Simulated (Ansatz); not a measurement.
# Phonons of W(100) film of 4 layers

Question: is the lattice of W(100) film of 4 layers stable, and if so, what are its coupling constant and resistivity?

Program: Ansatz 0.2.0. Level of theory: DFT PBEsol, scalar-relativistic, plane waves, PAW. Results are calculated unless marked as measured.

### 1. The structure

The cell holds 4 atoms: 4 W. Cell: a = 3.160 Å, b = 3.160 Å, c = 15.740 Å, α = 90.0°, β = 90.0°, γ = 90.0°. It derives from W. Vacuum lies along c.

### 2. Rough relaxation

Large forces or a large pressure at the start call for a first relaxation with loose thresholds.

The input, input.yaml:

```yaml
crystal:
  lattice:
    - [3.16, 0.0, 0.0]
    - [0.0, 3.16, 0.0]
    - [0.0, 0.0, 15.74]
  atoms:
    - { symbol: W, position: [0.0, 0.0, 0.34942821] }
    - { symbol: W, position: [0.5, 0.5, 0.4498094] }
    - { symbol: W, position: [0.0, 0.0, 0.5501906] }
    - { symbol: W, position: [0.5, 0.5, 0.65057179] }
  periodic: [true, true, false]
kpoints:
  mp_grid: { grid: [6, 6, 1] }
hamiltonian:
  xc: pbesol
scf:
  occupations: { method: gaussian, width: 0.1 }
output:
  forces: true
  stress: true
  eigenvalues: true
relax:
  adjacent_minimum: "off"
  f_tol: 0.05
  max_steps: 80
  cell: { stress_2d_tol: 0.02 }
```

Command:

```
$ ansatz run input.yaml --threads 4 --pin off --max-ram 16384MiB --backend cpu --events-out ev --progress --plain --runs-dir out
```

Numbers of over 12 decimals in the logs are rounded to 6 here.

What it wrote:

```text
Warning: crystal.periodic: the lattice vector that does not repeat stood 0.000° off the slab's normal, 15.740 Å along it as the deck builds it. The run solves the slab on a vector along the normal, 33.280 Å long, with every atom where it was (on the deck's vector they left 11.00 Å outside them, and the widest stretch free of ions among them is 1.58 Å). A fractional position that the run reports is one of the run's ce [...]
The last accepted step is kept in <dir> (removed where the run ends without a failure and the disk answers)
crystal.periodic: the lattice vector that does not repeat stood 0.000° off the slab's normal, 15.740 Å along it as the deck builds it. The run solves the slab on a vector along the normal, 33.280 Å long, with every atom where it was (on the deck's vector they left 11.00 Å outside them, and the widest stretch free of ions among them is 1.58 Å). A fractional position that the run reports is one of the run's cell, which [...]
Engine: ansatz 0.2.0, aarch64-unknown-linux-gnu
Pseudopotentials: kind: paw
Pseudopotential: W, paw, valence charge 14, recommended cutoff 420 eV (normal), W.paw.azcp
Functional definition: PBEsol
  exchange = pbesol_x
  correlation = pbesol_c
Crystal: 4 atoms, lattice volume = 332.321 Å³
Basis set: ecut = 420 eV, 6527 PW (Γ), exchange–correlation on 48×48×450 points (8 copies of the dense FFT grid, shifted against one another)
Bands: 34, of which v1, the nominal top of the filled ones, is band 28 counted from 1 (27 counted from 0)
Symmetry: 16 space group operations
Space group: P4/nmm (ITA 129), of the structure as read, at distance tolerance 6.9e-5 Å
k-points: 10 of 36
Non-local potential: W, projectors of the file, l = 0: 3, l = 1: 2, l = 2: 2, l = 3: 1
PAW form: soft (Blöchl's): semilocal exchange-correlation on the pseudo side does not see the compensation charge
PAW frozen core: W, regenerated for the run's functional, and the local potential with it (the file was generated under x = pbe(κ = 0.804, μ = 0.219515), c = pbe(β = 0.066725))
PAW one-centre angular grid: W, 590 points (default); XC on 64 Gauss nodes
Initial density: superposition of atomic densities (neutral atoms: chi_scale 0, normalization atom), corrected by the library's trained network
Initial wavefunctions: pseudopotential atomic-orbital guess
Functional: x = pbesol(κ = 0.804, μ = 0.123457), c = pbesol(β = 0.046)
SCF iter   1: F=—  HF=-41020.442314 eV  |F-HF|=—  |Δ(HF+E_count)|=         —  Δρ=4.66e-3  dr2=3.22e-1  ethr=1.77e-3  ⟨swp⟩=11.2  Hψ=2184  notcnv=0
preconditioner: auto → LDOS  [metal: Δε(μ)=0.102 eV  Ē_g=4.092 eV  σ=0.100 eV  W_gap=0.45  n_scr=40 (ndim 8)  ℏωp=10.0 eV  f_vac=0.723  D(μ)=1.79/eV (n_scr^D=10)  β→1.0]
SCF iter   2: F=—  HF=-41020.426771 eV  |F-HF|=—  |Δ(HF+E_count)|=   1.55e-2  Δρ=3.01e-3  dr2=2.77e-1  ethr=5.75e-4  ⟨swp⟩=3.7  Hψ=754  notcnv=0  defer=8
SCF iter   3: F=—  HF=-41020.406802 eV  |F-HF|=—  |Δ(HF+E_count)|=   2.00e-2  Δρ=7.71e-4  dr2=1.99e-2  ethr=4.94e-4  ⟨swp⟩=2.6  Hψ=525  notcnv=0  defer=8
SCF iter   4: F=—  HF=-41020.406284 eV  |F-HF|=—  |Δ(HF+E_count)|=   5.18e-4  Δρ=5.27e-4  dr2=2.89e-3  ethr=3.55e-5  ⟨swp⟩=3.3  Hψ=604  notcnv=0  defer=8
SCF iter   5: F=—  HF=-41020.406036 eV  |F-HF|=—  |Δ(HF+E_count)|=   2.47e-4  Δρ=1.45e-4  dr2=1.76e-4  ethr=5.15e-6  ⟨swp⟩=3.5  Hψ=620  notcnv=0  defer=8
SCF iter   6: F=—  HF=-41020.406080 eV  |F-HF|=—  |Δ(HF+E_count)|=   4.33e-5  Δρ=4.51e-5  dr2=2.65e-5  ethr=3.13e-7  ⟨swp⟩=3.6  Hψ=691  notcnv=0  defer=8
SCF iter   7: F=—  HF=-41020.406047 eV  |F-HF|=—  |Δ(HF+E_count)|=   3.29e-5  Δρ=2.10e-5  dr2=7.70e-6  ethr=4.73e-8  ⟨swp⟩=3.7  Hψ=710  notcnv=0  defer=5
SCF iter   8: F=—  HF=-41020.406048 eV  |F-HF|=—  |Δ(HF+E_count)|=   1.21e-6  Δρ=8.32e-6  dr2=5.52e-7  ethr=1.38e-8  ⟨swp⟩=3.6  Hψ=669  notcnv=0  defer=5
SCF iter   9: F=-41020.406048 eV  HF=-41020.406048 eV  |F-HF|=7.83e-8  |Δ(HF+E_count)|=   4.67e-8  Δρ=2.83e-6  dr2=2.62e-8  ethr=1.79e-10  ⟨swp⟩=14.7  Hψ=2155  notcnv=0
SCF 1 converged in 9 iterations: F = -41020.406048 eV  dr2 = 2.62e-8
  greatest PAW one-centre occupation: 1.000 electrons in one spin orbital (limit 2), on the W atom at site 2 (counted from 0), in its partial waves of l = 0
relax step   1: F+E_penalty+E_count = -41020.40604809 eV  Δ(F+E_penalty+E_count) = +0.000e0 eV  max|allowed force component| = 2.051e0 eV/Å  Δτ_max = 0.0000 Å  P = -16.112 N/m  Ω = 332.321 Å³  fix = [c, alpha, beta]  reactions: c -0.000 N/m  (9 SCF iters, dr2 threshold 1.00e-7 eV, accepted)
Crystal: 4 atoms, lattice volume = 314.416 Å³
Basis set: ecut = 420 eV, 6167 PW (Γ), exchange–correlation on 48×48×450 points (8 copies of the dense FFT grid, shifted against one another)
Initial density: handed on by an earlier stage of this run
Initial wavefunctions: those handed on with the density
iter 1 solved again at ethr=2.31e-3 eV; its pass at ethr=3.10e-3 eV (dr2=1.29e0 eV) is discarded
SCF iter   1: F=—  HF=-41020.791678 eV  |F-HF|=—  |Δ(HF+E_count)|=         —  Δρ=1.44e-2  dr2=1.33e0  ethr=2.31e-3  ⟨swp⟩=2.0  Hψ=2852  notcnv=0
preconditioner: auto → LDOS  [metal: Δε(μ)=0.037 eV  Ē_g=4.805 eV  σ=0.100 eV  W_gap=0.20  n_scr=24 (ndim 8)  ℏωp=10.3 eV  f_vac=0.739  D(μ)=3.64/eV (n_scr^D=14)  β→1.0]
SCF iter   2: F=—  HF=-41020.671851 eV  |F-HF|=—  |Δ(HF+E_count)|=   1.20e-1  Δρ=6.45e-3  dr2=4.01e-1  ethr=2.31e-3  ⟨swp⟩=4.0  Hψ=747  notcnv=0  defer=1
SCF iter   3: F=—  HF=-41020.603923 eV  |F-HF|=—  |Δ(HF+E_count)|=   6.79e-2  Δρ=1.31e-3  dr2=7.91e-3  ethr=7.16e-4  ⟨swp⟩=3.2  Hψ=733  notcnv=0  defer=6
SCF iter   4: F=—  HF=-41020.603699 eV  |F-HF|=—  |Δ(HF+E_count)|=   2.23e-4  Δρ=3.61e-4  dr2=6.03e-4  ethr=1.41e-5  ⟨swp⟩=3.9  Hψ=785  notcnv=0  defer=6
SCF iter   5: F=—  HF=-41020.603936 eV  |F-HF|=—  |Δ(HF+E_count)|=   2.37e-4  Δρ=1.27e-4  dr2=9.81e-5  ethr=1.08e-6  ⟨swp⟩=4.0  Hψ=783  notcnv=0  defer=6
SCF iter   6: F=—  HF=-41020.603928 eV  |F-HF|=—  |Δ(HF+E_count)|=   8.40e-6  Δρ=5.12e-5  dr2=1.49e-5  ethr=1.75e-7  ⟨swp⟩=3.4  Hψ=707  notcnv=0  defer=6
SCF iter   7: F=—  HF=-41020.603937 eV  |F-HF|=—  |Δ(HF+E_count)|=   9.61e-6  Δρ=1.85e-5  dr2=7.52e-7  ethr=2.65e-8  ⟨swp⟩=3.8  Hψ=713  notcnv=0  defer=6
SCF iter   8: F=-41020.603942 eV  HF=-41020.603941 eV  |F-HF|=5.58e-7  |Δ(HF+E_count)|=   4.03e-6  Δρ=4.73e-6  dr2=8.23e-8  ethr=7.14e-10  ⟨swp⟩=16.3  Hψ=2174  notcnv=0
SCF 2 converged in 8 iterations: F = -41020.603942 eV  dr2 = 8.23e-8
[...]
SCF iter   3: F=—  HF=-41020.952847 eV  |F-HF|=—  |Δ(HF+E_count)|=   1.03e-1  Δρ=1.43e-3  dr2=3.25e-2  ethr=1.35e-3  ⟨swp⟩=3.0  Hψ=612  notcnv=0  defer=10
SCF iter   4: F=—  HF=-41020.951107 eV  |F-HF|=—  |Δ(HF+E_count)|=   1.74e-3  Δρ=5.48e-4  dr2=2.28e-3  ethr=5.80e-5  ⟨swp⟩=3.3  Hψ=646  notcnv=0  defer=10
SCF iter   5: F=—  HF=-41020.950565 eV  |F-HF|=—  |Δ(HF+E_count)|=   5.42e-4  Δρ=1.30e-4  dr2=6.77e-5  ethr=4.07e-6  ⟨swp⟩=3.4  Hψ=686  notcnv=0  defer=10
SCF iter   6: F=—  HF=-41020.950536 eV  |F-HF|=—  |Δ(HF+E_count)|=   2.91e-5  Δρ=3.48e-5  dr2=9.22e-6  ethr=1.21e-7  ⟨swp⟩=4.0  Hψ=829  notcnv=0  defer=10
SCF iter   7: F=—  HF=-41020.950537 eV  |F-HF|=—  |Δ(HF+E_count)|=   1.19e-6  Δρ=9.43e-6  dr2=1.35e-6  ethr=1.65e-8  ⟨swp⟩=3.5  Hψ=650  notcnv=0  defer=10
SCF iter   8: F=-41020.950537 eV  HF=-41020.950537 eV  |F-HF|=1.98e-8  |Δ(HF+E_count)|=   2.02e-7  Δρ=2.34e-6  dr2=3.78e-8  ethr=7.14e-10  ⟨swp⟩=15.9  Hψ=2202  notcnv=0
SCF 3 converged in 8 iterations: F = -41020.950537 eV  dr2 = 3.78e-8
relax step   3: F+E_penalty+E_count = -41020.95053737 eV  Δ(F+E_penalty+E_count) = -3.466e-1 eV  max|allowed force component| = 2.436e-1 eV/Å  Δτ_max = 0.1418 Å  P = -3.470 N/m  Ω = 317.600 Å³  energy of the carried Pulay correction = +9.170e-4 eV  fix = [c, alpha, beta]  reactions: c -0.000 N/m  (8 SCF iters, dr2 threshold 4.00e-7 eV, accepted)
[...]
relax step   4: F+E_penalty+E_count = -41020.97089749 eV  Δ(F+E_penalty+E_count) = -2.036e-2 eV  max|allowed force component| = 2.719e-1 eV/Å  Δτ_max = 0.0305 Å  P = -1.230 N/m  Ω = 310.959 Å³  energy of the carried Pulay correction = +1.344e-3 eV  fix = [c, alpha, beta]  reactions: c -0.000 N/m  (7 SCF iters, dr2 threshold 4.00e-7 eV, accepted)
[...]
relax step   5: F+E_penalty+E_count = -41020.97398415 eV  Δ(F+E_penalty+E_count) = -3.087e-3 eV  max|allowed force component| = 1.231e-1 eV/Å  Δτ_max = 0.0308 Å  P = +0.334 N/m  Ω = 311.449 Å³  energy of the carried Pulay correction = +1.313e-3 eV  fix = [c, alpha, beta]  reactions: c +0.000 N/m  (9 SCF iters, dr2 threshold 4.00e-7 eV, accepted)
[...]
relax step   6: F+E_penalty+E_count = -41020.97575970 eV  Δ(F+E_penalty+E_count) = -1.776e-3 eV  max|allowed force component| = 3.390e-2 eV/Å  Δτ_max = 0.0150 Å  P = +0.042 N/m  Ω = 310.762 Å³  energy of the carried Pulay correction = +1.357e-3 eV  fix = [c, alpha, beta]  reactions: c +0.000 N/m  (6 SCF iters, dr2 threshold 4.00e-7 eV, accepted)
[...]
relax step   7: F+E_penalty+E_count = -41020.97580536 eV  Δ(F+E_penalty+E_count) = -4.566e-5 eV  max|allowed force component| = 1.257e-3 eV/Å  Δτ_max = 0.0015 Å  P = +0.005 N/m  Ω = 310.855 Å³  energy of the carried Pulay correction = +1.351e-3 eV  fix = [c, alpha, beta]  reactions: c +0.000 N/m  (6 SCF iters, dr2 threshold 2.05e-9 eV, accepted)
Initial wavefunctions: pseudopotential atomic-orbital guess (no wavefunctions were taken with the density)
iter 1 solved again at ethr=6.92e-8 eV; its pass at ethr=3.10e-3 eV (dr2=3.87e-5 eV) is discarded
SCF iter   1: F=—  HF=-41020.974539 eV  |F-HF|=—  |Δ(HF+E_count)|=         —  Δρ=7.24e-5  dr2=2.23e-6  ethr=6.92e-8  ⟨swp⟩=8.6  Hψ=4148  notcnv=0
preconditioner: auto → LDOS  [insulator: Δε(μ)=0.189 eV  Ē_g=4.405 eV  σ=0.100 eV  W_gap=0.81  n_scr=20 (ndim 8)  ℏωp=10.3 eV  f_vac=0.727  D(μ)=1.20/eV (n_scr^D=8)  ε∞_Penn≈6.5  β→1.0]
SCF iter   2: F=—  HF=-41020.974494 eV  |F-HF|=—  |Δ(HF+E_count)|=   4.57e-5  Δρ=7.38e-6  dr2=7.32e-8  ethr=3.98e-9  ⟨swp⟩=3.1  Hψ=689  notcnv=0
SCF iter   3: F=—  HF=-41020.974494 eV  |F-HF|=—  |Δ(HF+E_count)|=   4.00e-8  Δρ=2.47e-6  dr2=5.55e-8  ethr=1.31e-10  ⟨swp⟩=4.3  Hψ=1000  notcnv=0
SCF iter   4: F=—  HF=-41020.974494 eV  |F-HF|=—  |Δ(HF+E_count)|=   5.34e-9  Δρ=1.17e-6  dr2=2.30e-8  ethr=9.92e-11  ⟨swp⟩=3.0  Hψ=568  notcnv=0
SCF iter   5: F=—  HF=-41020.974494 eV  |F-HF|=—  |Δ(HF+E_count)|=  3.06e-10  Δρ=2.80e-7  dr2=8.97e-10  ethr=4.11e-11  ⟨swp⟩=3.2  Hψ=554  notcnv=0
SCF iter   6: F=—  HF=-41020.974494 eV  |F-HF|=—  |Δ(HF+E_count)|=   1.00e-9  Δρ=5.64e-8  dr2=5.20e-11  ethr=1.60e-12  ⟨swp⟩=3.3  Hψ=749  notcnv=0
SCF iter   7: F=—  HF=-41020.974494 eV  |F-HF|=—  |Δ(HF+E_count)|=  1.38e-10  Δρ=2.24e-8  dr2=7.26e-12  ethr=1.00e-12  ⟨swp⟩=1.8  Hψ=427  notcnv=0
SCF iter   8: F=-41020.974494 eV  HF=-41020.974494 eV  |F-HF|=3.49e-10  |Δ(HF+E_count)|=  3.64e-11  Δρ=7.16e-9  dr2=1.33e-13  ethr=1.00e-12  ⟨swp⟩=16.4  Hψ=2556  notcnv=0
SCF 8 converged in 8 iterations: F = -41020.974494 eV  dr2 = 1.33e-13
relax step   8: F+E_penalty+E_count = -41020.97449359 eV  Δ(F+E_penalty+E_count) = +1.312e-3 eV  max|allowed force component| = 1.697e-3 eV/Å  Δτ_max = 0.0000 Å  P = +0.001 N/m  Ω = 310.855 Å³  fix = [c, alpha, beta]  reactions: c +0.000 N/m  stress off target by 1.15e-3 N/m on what of the cell is left free  SCF on the basis re-selected at this cell (its energy is not comparable with the rows above)  (8 SCF iters)
basis re-selected at this cell: Δ(F+E_penalty+E_count) = +1.312e-3 eV, ΔP = -0.003 N/m vs the last step (what re-selecting the basis moved, of the pressure what is left beyond the Pulay correction that the steps carried, after the strain that the cell walked since its last selection, with what the two solves' SCF thresholds leave and, on support functions, any second-order correction that the steps lacked; it is no m [...]
SCF converged after 8 iterations
Free energy (F): -41020.974494 eV
Harris-Foulkes:  -41020.974494 eV  (|F-HF|=3.49e-10)
Internal energy: -41020.968502 eV  (E = F + TS)
E sigma→0 (E₀):  -41020.971498 eV
Entropy (-TS):   -0.005992 eV (-1.498 meV/atom)
Fermi energy:    -4.174328 eV
--- Per-component energies (eV) ---
  E_band       = -1797.980738
  E_kinetic    = 1800.624546
  E_local      = -191984.319410  (includes V_loc(G=0)·N_el)
  E_nonlocal   = 19.548471
  E_hartree    = 94912.848300
  E_xc         = -1056.871445
  E_vxc        = -949.399055  (∫ρ·V_xc dr)
  E_paw        = -33745.909091  (= ΣΔE_a)
  E_vpaw       = -510.131662  (= ΣTr[D̂ρ^β])
  E_aug_tail   = -0.000247  (compensation charges beyond the density's cutoff)
  E_ewald      = 89032.223206
  E_core_change = 0.887169  (= ΣΔE_core)
  E_smearing   = -0.005992  (= −TS)
  E_closure    = -0.000000  (closes the sum)
  Σ components = -41020.974494   (vs F -41020.974494, Δ=0.00e0)
--- Forces (eV/Å), atoms counted from 1 ---
  atom   1  W      0.00000000     0.00000000    -0.00169710
  atom   2  W     -0.00000000     0.00000000     0.00131997
  atom   3  W      0.00000000     0.00000000    -0.00131997
  atom   4  W      0.00000000     0.00000000     0.00169710
  max |Σ_I F_I| component: 0.00e0 eV/Å
--- 2D stress c σ (N/m, compression-positive) ---
        0.001152      -0.000000      -0.000000
       -0.000000       0.001152       0.000000
       -0.000000       0.000000       0.000000
  P = ½ c Tr σ = 0.0012 N/m
--- Band table (eV; the first three rows and the last of 10) ---
  k-point 0: bands = [... 24 lower, -5.0815, -4.7213, -4.3771, -4.3642, -4.2516, -4.2516, -3.1993, -2.8746, ... 2 higher]
  k-point 1: bands = [... 24 lower, -5.4437, -5.0124, -4.8297, -4.0628, -3.9851, -3.9141, -3.5992, -2.8871, ... 2 higher]
  k-point 2: bands = [... 24 lower, -5.4241, -5.3868, -4.7148, -4.6499, -4.5318, -3.6494, -2.6890, -2.4972, ... 2 higher]
  k-point 9: bands = [... 24 lower, -5.3121, -5.3121, -2.2553, -2.2553, -1.7937, -1.7937, -1.1166, -1.1166, ... 2 higher]
--- Relaxed structure (7 steps of the walk, 7 accepted, 1 SCFs on fresh bases) ---
  F+E_penalty+E_count = -41020.97449359 eV   max|allowed force component| = 1.697e-3 eV/Å   (the final SCF, on the basis selected at the relaxed cell)
  cell:  # Å, volume = 310.8554 Å³
    - [3.056241, 0, 0]
    - [0, 3.056241, 0]
    - [0, 0, 33.2799998984]
  atoms:
    - { symbol: W, position: [0, 0, 0.166455] }
    - { symbol: W, position: [0.500000, 0.500000, 0.210983] }
    - { symbol: W, position: [0, 0, 0.261974] }
    - { symbol: W, position: [0.500000, 0.500000, 0.306502] }
```

Wall time 21 s (4 threads of Arm Neoverse V1, shared host); peak memory 0.67 GiB; 80 s of CPU time.

The steps of the relaxation:

| step | energy less that of the first step (eV) | largest force component (eV/Å) | volume (Å³) |
| --- | --- | --- | --- |
| 1 | 0.0000 | 2.0514 | 332.32 |
| 2 | -0.1979 | 1.9501 | 314.42 |
| 3 | -0.5445 | 0.2436 | 317.60 |
| 4 | -0.5648 | 0.2719 | 310.96 |
| 5 | -0.5679 | 0.1231 | 311.45 |
| 6 | -0.5697 | 0.0339 | 310.76 |
| 7 | -0.5698 | 0.0013 | 310.86 |
| 8* | -0.5684 | 0.0017 | 310.86 |

Relaxation steps marked * repeat the geometry before them on a plane-wave basis chosen anew for their cell, so energy and pressure can jump there.

The run keeps the 16 symmetry operations that it works with, so distortions that break them were not tested.

| cell as run | before | after | change |
| --- | --- | --- | --- |
| a (Å) | 3.160 | 3.056 | -3.3 % |
| b (Å) | 3.160 | 3.056 | -3.3 % |

The atoms that moved most (Å, along periodic axes as changes of fractional coordinates times the final cell, across vacuum about the mean position):

| atom | dx | dy | dz | length |
| --- | --- | --- | --- | --- |
| W2 | 0.000 | 0.000 | -0.058 | 0.058 |
| W3 | 0.000 | 0.000 | 0.058 | 0.058 |
| W1 | 0.000 | 0.000 | 0.040 | 0.040 |
| W4 | 0.000 | 0.000 | -0.040 | 0.040 |

The relaxed structure:

```cif
data_structure
_symmetry_space_group_name_H-M 'P 1'
_symmetry_Int_Tables_number 1
_cell_length_a 3.0562
_cell_length_b 3.0562
_cell_length_c 33.2800
_cell_angle_alpha 90.000
_cell_angle_beta 90.000
_cell_angle_gamma 90.000
_cell_volume 310.86
loop_
_atom_site_label
_atom_site_type_symbol
_atom_site_fract_x
_atom_site_fract_y
_atom_site_fract_z
_atom_site_occupancy
W1 W 0.00000 0.00000 0.16646 1
W2 W 0.50000 0.50000 0.21098 1
W3 W 0.00000 0.00000 0.26197 1
W4 W 0.50000 0.50000 0.30650 1
```

Numbers from this step:

| Item | Value |
| --- | --- |
| metallic on mesh | yes |
| gap on the k-mesh | 0 eV |

The relaxation ends with a largest force component of 0.0017 eV/Å.

### 3. Relaxing cell and atoms

The structure is brought to rest under this functional.

input.yaml, the sections that differ from step 2:

```yaml
crystal:
  lattice:
    - [3.0562407456, 0.0, 0.0]
    - [0.0, 3.0562407456, 0.0]
    - [0.0, 0.0, 33.2799998984]
  atoms:
    - { symbol: W, position: [0.0, 0.0, 0.1664551874] }
    - { symbol: W, position: [0.5, 0.5, 0.210982668] }
    - { symbol: W, position: [0.0, 0.0, 0.2619740642] }
    - { symbol: W, position: [0.5, 0.5, 0.3065015448] }
  periodic: [true, true, false]
kpoints:
  mp_grid: { grid: [10, 10, 1] }
relax:
  adjacent_minimum: "off"
  f_tol: 0.005
  max_steps: 80
  cell: { stress_2d_tol: 0.02 }
# hamiltonian, scf, output: as in step 2
```

What it wrote:

```text
[the first part of the log is left out]
  E_aug_tail   = -0.000250  (compensation charges beyond the density's cutoff)
  E_ewald      = 88156.829676
  E_core_change = 0.887169  (= ΣΔE_core)
  E_smearing   = -0.020389  (= −TS)
  E_closure    = -0.000000  (closes the sum)
  Σ components = -41020.969345   (vs F -41020.969345, Δ=0.00e0)
--- Forces (eV/Å), atoms counted from 1 ---
  atom   1  W     -0.00000000     0.00000000    -0.00205519
  atom   2  W      0.00000000     0.00000000     0.00325901
[...]
0.000000       0.000000       0.000000
  P = ½ c Tr σ = 0.0123 N/m
--- Band table (eV; the first three rows and the last of 21) ---
[...]
--- Relaxed structure (5 steps of the walk, 5 accepted, 1 SCFs on fresh bases) ---
[...]
cell:  # Å, volume = 314.8859 Å³
    - [3.075990, 0, 0.0]
    - [0, 3.075990, 0.0]
    - [0.0, 0.0, 33.2799998984]
  atoms:
    - { symbol: W, position: [0, 0, 0.167454] }
    - { symbol: W, position: [0.500000, 0.500000, 0.210695] }
    - { symbol: W, position: [0, 0, 0.262261] }
    - { symbol: W, position: [0.500000, 0.500000, 0.305503] }
```

It took 27 s on 4 threads; peak memory 0.74 GiB; 1.7 min of CPU time.

The steps of the relaxation:

| step | energy less that of the first step (eV) | largest force component (eV/Å) | volume (Å³) |
| --- | --- | --- | --- |
| 1 | 0.0000 | 0.3848 | 310.86 |
| 2 | -0.0063 | 0.3050 | 316.98 |
| 3 | -0.0138 | 0.0676 | 315.41 |
| 4 | -0.0147 | 0.0413 | 314.80 |
| 5 | -0.0148 | 0.0033 | 314.89 |
| 6 | -0.0151 | 0.0033 | 314.89 |

The log counts 1 steps on a newly chosen plane-wave basis, not all of them marked here; energy and pressure can jump at such steps.

| cell as run | before | after | change |
| --- | --- | --- | --- |
| a (Å) | 3.056 | 3.076 | +0.6 % |
| b (Å) | 3.056 | 3.076 | +0.6 % |

The atoms that moved most (Å, along periodic axes as changes of fractional coordinates times the final cell, across vacuum about the mean position):

| atom | dx | dy | dz | length |
| --- | --- | --- | --- | --- |
| W4 | 0.000 | 0.000 | -0.033 | 0.033 |
| W1 | 0.000 | 0.000 | 0.033 | 0.033 |
| W3 | 0.000 | 0.000 | 0.010 | 0.010 |
| W2 | 0.000 | 0.000 | -0.010 | 0.010 |

The relaxed structure:

```xyz
4
Lattice="3.0760 0.0000 0.0000 0.0000 3.0760 0.0000 0.0000 0.0000 33.2800" Properties=species:S:1:pos:R:3
W     0.0000    0.0000    5.5729
W     1.5380    1.5380    7.0119
W     0.0000    0.0000    8.7281
W     1.5380    1.5380   10.1671
```

The relaxation ends with a largest force component of 0.0033 eV/Å.

(Continued in part 2 of 2.)

[Logs are printed without paths, hosts, clocks, repeated set-up lines and the standing remarks that a program may print on its own settings, such as how far it seeks lower states.]

[Hosts, paths, dates, database ids (printed as entryN), source tags and the programs' standing remarks are cut or masked in the printed files.]
